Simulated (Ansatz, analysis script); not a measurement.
**MnHg: anisotropy against c/a at fixed volume**

How does the magnetocrystalline anisotropy of MnHg follow c/a at fixed volume?

Main program and level: Ansatz 0.2.0; LDA, PAW set soft_1 (files made for PBE).

## Step 1: Starting point

The structure is tetragonal, space group P4/mmm (No. 123). Conventional cell: a = 3.357 Å, b = 3.357 Å, c = 3.179 Å, α = 90.00°, β = 90.00°, γ = 90.00°. Nearest to Mn lie 8 Hg at 2.86 Å and 2 Mn at 3.18 Å. Nearest to Hg lie 8 Mn at 2.86 Å and 2 Hg at 3.18 Å. Farther neighbours are not listed.

This is the database's cell with c/a scaled by 0.94 at fixed volume.

## Step 2: The first member, moments along [001]

A collinear run gave the moments typed here. Each cell is then solved with spin–orbit coupling for two directions of the moments, alike in all else.

Contents of input.yaml:

```yaml
crystal:
  lattice:
    - [3.35652, 0.0, 0.0]
    - [0.0, 3.35652, 0.0]
    - [0.0, 0.0, 3.179118]
  atoms:
    - { symbol: Mn, position: [0.5, 0.5, 0.5], spin: 3.7, spin_axis: [0.0, 0.0, 1.0] }
    - { symbol: Hg, position: [0.0, 0.0, 0.0] }
kpoints:
  mp_grid: { grid: [16, 16, 15] }
hamiltonian:
  xc: lda
  pseudopotentials: { kind: paw_fr, azcp: { folder: soft_1 }, xc_functional: pbe }
scf:
  occupations: { method: fermi_dirac, width: 0.05 }
  max_iter: 120
  convergence: { dr2_threshold: 1.0e-08 }
  lower_state_search: "off"
basis:
  ecutwfc: 420.0
magnetization:
  noncollinear: true
  spin_orbit: true
output:
  hubbard: { sites: [{ species: Mn, l: d }] }
```

Run with:

```console
$ ansatz run input.yaml --threads 1 --pin off --max-ram 2048MiB --backend cpu --events-out ev --progress --plain --runs-dir out
```

Numbers of over 12 decimals in the logs are rounded to 6 here.

The log of the run:

```text
Engine: ansatz 0.2.0, aarch64-unknown-linux-gnu
Pseudopotentials: kind: paw_fr
Pseudopotential: Mn, paw, valence charge 15, recommended cutoff 420 eV (normal), soft_1/Mn.paw.azcp
Pseudopotential: Hg, paw, valence charge 20, recommended cutoff 420 eV (normal), soft_1/Hg.paw.azcp
Functional definition: SPW92
  exchange = slater_x
  correlation = pw_c
Crystal: 2 atoms, lattice volume = 35.817 Å³
Basis set: ecut = 420 eV, 715 PW (Γ)
Bands: 44, of which v1, the nominal top of the filled ones, is band 35 counted from 1 (34 counted from 0)
Symmetry: 8 space group operations + 8 with time reversal
Magnetic group: BNS 123.345 (UNI 1005), of the structure as read, at distance tolerance 3.3e-5 Å
k-points: 360 of 3840 (time reversal used)
Projection manifold: j_resolved (fully-relativistic pseudo-atomic orbitals)
Non-local potential: Mn, projectors of the file, resolved by j, l = 0: 3, l = 1: 4, l = 2: 6, l = 3: 2
Non-local potential: Hg, projectors of the file, resolved by j, l = 0: 3, l = 1: 4, l = 2: 4, l = 3: 2
PAW form: soft (Blöchl's): semilocal exchange-correlation on the pseudo side does not see the compensation charge
PAW frozen core: Mn, regenerated for the run's functional, and the local potential with it (the file was generated under x = pbe(κ = 0.804, μ = 0.219515), c = pbe(β = 0.066725))
PAW frozen core: Hg, regenerated for the run's functional, and the local potential with it (the file was generated under x = pbe(κ = 0.804, μ = 0.219515), c = pbe(β = 0.066725))
PAW one-centre angular grid: Mn, 590 points (default); XC on 64 Gauss nodes
PAW one-centre angular grid: Hg, 590 points (default); XC on 64 Gauss nodes
Initial density: superposition of atomic densities (chi_scale 0.1, normalization cell)
Starting moments: Σ|m| = 3.7 μB on 1 of 2 sites
Initial wavefunctions: pseudopotential atomic-orbital guess
Functional: x = slater, c = lda
SCF iter   1: F=—  HF=-17404.661695 eV  |F-HF|=—  |Δ(HF+E_count)|=         —  Δρ=1.26e-1  dr2=7.54e0  dr2_m=8.15e-2  ethr=3.10e-3  |M|=3.33e0 ∫|m|=3.45e0 μB  |m|>n=0.0e0 m-floor=0.0e0 τ_xc=0.0e0  β_m=0.30  ⟨swp⟩=7.8  Hψ=74035  notcnv=0  defer=49
preconditioner: auto → Kerker (q_TF=auto, 2.718 Å⁻¹)  [metal: Δε(μ)=0.002 eV  Ē_g=7.312 eV  σ=0.050 eV  W_gap=0.01  n_scr=10 (ndim 8)  ℏωp=27.0 eV  f_vac=0.000  D(μ)=3.05/eV (n_scr^D=30)]
spin=Noncollinear: Kerker preconditioning applied to the charge; magnetization (m_x, m_y, m_z) channels mix plain (no charge-response kernel on spin).
SCF iter   2: F=—  HF=-17403.857249 eV  |F-HF|=—  |Δ(HF+E_count)|=   8.04e-1  Δρ=3.86e-2  dr2=9.69e-1  dr2_m=3.74e-2  ethr=3.10e-3  |M|=3.53e0 ∫|m|=3.67e0 μB  |m|>n=0.0e0 m-floor=0.0e0 τ_xc=4.1e-20  β_m=1.00  ⟨swp⟩=3.2  Hψ=33124  notcnv=0  defer=461
[...]
iter 13 met the thresholds in force, and the SCF goes on: an eigenvalue changes by 0.17 meV, over its tolerance of 0.16 meV (output.eigenvalues, Limitations)
SCF iter  13: F=-17403.630726 eV  HF=-17403.630726 eV  |F-HF|=8.22e-10  |Δ(HF+E_count)|=  2.95e-10  Δρ=4.81e-6  dr2=5.89e-9  dr2_m=3.94e-10  ethr=2.86e-11  |M|=3.76e0 ∫|m|=3.95e0 μB  |m|>n=0.0e0 m-floor=0.0e0 τ_xc=2.0e-19  β_m=0.93  ⟨swp⟩=8.7  Hψ=42430  notcnv=0
SCF iter  14: F=-17403.630726 eV  HF=-17403.630726 eV  |F-HF|=7.24e-10  |Δ(HF+E_count)|=  2.69e-10  Δρ=1.54e-6  dr2=1.03e-9  dr2_m=3.15e-12  ethr=1.68e-11  |M|=3.76e0 ∫|m|=3.95e0 μB  |m|>n=0.0e0 m-floor=0.0e0 τ_xc=2.0e-19  ⟨swp⟩=1.0  Hψ=35143  notcnv=0
SCF 1 converged in 14 iterations: F = -17403.630726 eV  dr2 = 1.03e-9
[...]
SCF converged after 14 iterations
an eigenvalue changed by more than its tolerance at an iteration that met the thresholds in force, so the SCF went on 1 time: the last check found none over its tolerance
Magnetization: |M| = 3.7560 μB,  M = (-0.0000, +0.0000, +3.7560) μB
Absolute magnetization: 3.9513 μB (∫|m|, with the PAW one-centre terms)
  site 0: m = (+0.0000, -0.0000, +3.7035) μB, |m| = 3.7035 μB  (R = 1.18 Å)
  site 1: m = (+0.0000, +0.0000, -0.0225) μB, |m| = 0.0225 μB  (R = 1.18 Å)
Free energy (F): -17403.630726 eV
Harris-Foulkes:  -17403.630726 eV  (|F-HF|=7.24e-10)
Internal energy: -17403.613296 eV  (E = F + TS)
E sigma→0 (E₀):  -17403.622011 eV
Entropy (-TS):   -0.017430 eV (-8.715 meV/atom)
Fermi energy:    16.016861 eV
--- Per-component energies (eV) ---
  E_band       = -603.173616
  E_kinetic    = 883.264281
  E_local      = -4422.268098  (includes V_loc(G=0)·N_el)
  E_nonlocal   = 553.591632
  E_hartree    = 1787.732970
  E_xc         = -313.976988
  E_vxc        = -384.330940  (∫ρ·V_xc dr)
  E_paw        = -10969.184542  (= ΣΔE_a)
  E_vpaw       = -808.897805  (= ΣTr[D̂ρ^β])
  E_aug_tail   = 0.000412  (compensation charges beyond the density's cutoff)
  E_ewald      = -4923.741832
  E_core_change = 0.968868  (= ΣΔE_core)
  E_smearing   = -0.017430  (= −TS)
  E_closure    = 0.000000  (closes the sum)
  Σ components = -17403.630726   (vs F -17403.630726, Δ=0.00e0)
--- Band table (eV; the first three rows and the last of 360) ---
  k-point 0: bands = [... 31 lower, 14.2803, 14.3536, 16.1817, 16.3298, 17.4406, 17.4889, 17.5598, 19.7388, ... 5 higher]
  k-point 1: bands = [... 31 lower, 14.2686, 14.3054, 16.1874, 16.3135, 17.3825, 17.4298, 17.4764, 19.8590, ... 5 higher]
  k-point 2: bands = [... 31 lower, 14.1775, 14.2354, 16.1777, 16.2667, 17.1341, 17.2701, 17.3991, 19.7633, ... 5 higher]
  k-point 359: bands = [... 31 lower, 14.3497, 14.4678, 14.6524, 16.5421, 16.6428, 17.7807, 17.8792, 19.6564, ... 5 higher]
--- Occupation matrices: 1 shell (Löwdin-built; ε = 2.00e-2, provisional) ---
  Mn0 d_3D: site group D4h (4/mmm)
  Mn0 d_3D spinor Tr n = 5.7942  λ = 0.149 0.182 0.208 0.221 0.222 0.947 0.954 0.955 0.975 0.982  [x2-y2 1.00 (Eg 1.00) E3/2g(1.00) | z2 1.00 (Eg 1.00) E1/2g(1.00) | 3× xz 0.33 (T2g 1.00) E3/2g(0.67) | 5× xz 0.20 (T2g 0.60) E3/2g(0.60)]
  Tr n, λ and their labels are of the run-group-symmetrised matrices; stabiliser: 16 of 32 elements of G0×{1,Θ} (closed), max defect 2.7e-15 at τ = 4.2e-3
```

The job ended after 4.3 min (1 thread of Arm Neoverse V1, shared host; peak memory 1.1 GiB).

The column dr2 measures how far the density is from self-consistency, as an energy; F and HF (Harris–Foulkes) agree once it is small.

## Step 3: The first member, moments along [100]

input.yaml: that of step 2 with these lines changed.

```diff
@@ -6,3 +6,3 @@
   atoms:
-    - { symbol: Mn, position: [0.5, 0.5, 0.5], spin: 3.7, spin_axis: [0.0, 0.0, 1.0] }
+    - { symbol: Mn, position: [0.5, 0.5, 0.5], spin: 3.7, spin_axis: [1.0, 0.0, 0.0] }
     - { symbol: Hg, position: [0.0, 0.0, 0.0] }
```

The log of the run:

```text
[...]
Crystal: 2 atoms, lattice volume = 35.817 Å³
Basis set: ecut = 420 eV, 715 PW (Γ)
Bands: 44, of which v1, the nominal top of the filled ones, is band 35 counted from 1 (34 counted from 0)
Symmetry: 4 space group operations + 4 with time reversal
[...]
k-points: 648 of 3840 (time reversal used)
Projection manifold: j_resolved (fully-relativistic pseudo-atomic orbitals)
[...]
k-point 1: bands = [... 31 lower, 14.2592, 14.3093, 16.1873, 16.3139, 17.3938, 17.4292, 17.4656, 19.9640, ... 5 higher]
  k-point 2: bands = [... 31 lower, 14.1271, 14.2501, 16.1772, 16.2670, 17.1964, 17.2029, 17.4050, 19.7060, ... 5 higher]
  k-point 647: bands = [... 31 lower, 14.4293, 14.4747, 14.6180, 16.5421, 16.6449, 17.7812, 17.8790, 19.5995, ... 5 higher]
--- Occupation matrices: 1 shell (Löwdin-built; ε = 2.00e-2, provisional) ---
  Mn0 d_3D: site group D4h (4/mmm)
[...]
[key lines of the parts left out:]
SCF converged after 14 iterations
Magnetization: |M| = 3.7567 μB,  M = (+3.7567, -0.0000, -0.0000) μB
Free energy (F): -17403.630637 eV
Fermi energy:    16.016978 eV
```

Wall time 7.7 min (1 thread); peak memory 1.7 GiB.

The energy lies 0.0885 meV above that of the step before.

## Step 4: The series

The other members take other factors on c/a at fixed volume, with fractional positions and mesh kept. ΔE = E([100]) − E([001]), so ΔE > 0 favours [001]; 1 meV/Å³ is 160.2 MJ/m³.

```tsv
factor on c/a	mesh	ΔE (meV a cell)	K (MJ/m³)	ΔE at zero smearing (meV)	net spin moment (μB)	d orbital moment of the cell, first less second direction (μB)
0.94	16×16×15	0.0885	0.396	0.0983	3.76	-0.0044
0.97	16×16×15	0.0655	0.293	0.0903	3.76	-0.0015
1	16×16×15	-0.0385	-0.172	-0.0163	3.76	0.0010
1.03	16×16×15	-0.193	-0.861	-0.233	3.75	0.0020
1.06	16×16×15	-0.183	-0.820	-0.190	3.74	0.0017
1.1	16×16×15	-0.203	-0.909	-0.255	3.73	0.0015
```

ΔE is a difference of free energies at a smearing of 0.05 eV.

## Step 5: What came out

| Quantity | Value |
| --- | --- |
| ΔE at 0.94 | 0.0885 meV |
| ΔE at 1.1 | -0.203 meV |
| most positive ΔE | 0.0885 meV at 0.94 |

In words: ΔE runs from -0.203 to 0.0885 meV a cell; no line is fitted. At 0.94, 0.97 and 1 the sign is not resolved. No settled point favours [001]. ΔE favours [100] at 1.03, 1.06 and 1.1. Each point stands on one mesh, whose error is not tested. Magnetic dipole terms are not included. Only parallel order was typed, so where the real system orders otherwise this state is hypothetical. The atoms were not relaxed. In doubt: the program's search for lower states was switched off, so that the typed alignment is kept; lower states may exist.

[Logs and program files are shortened in this print: banners, set-up blocks, solver, clock and traceback lines can be left out without a mark of their own.]

[Logs are printed without paths, hosts, clocks, repeated set-up lines and the standing remarks that a program may print on its own settings, such as how far it seeks lower states.]

[Hosts, paths, dates, database ids (printed as entryN), source tags and the programs' standing remarks are cut or masked in the printed files.]
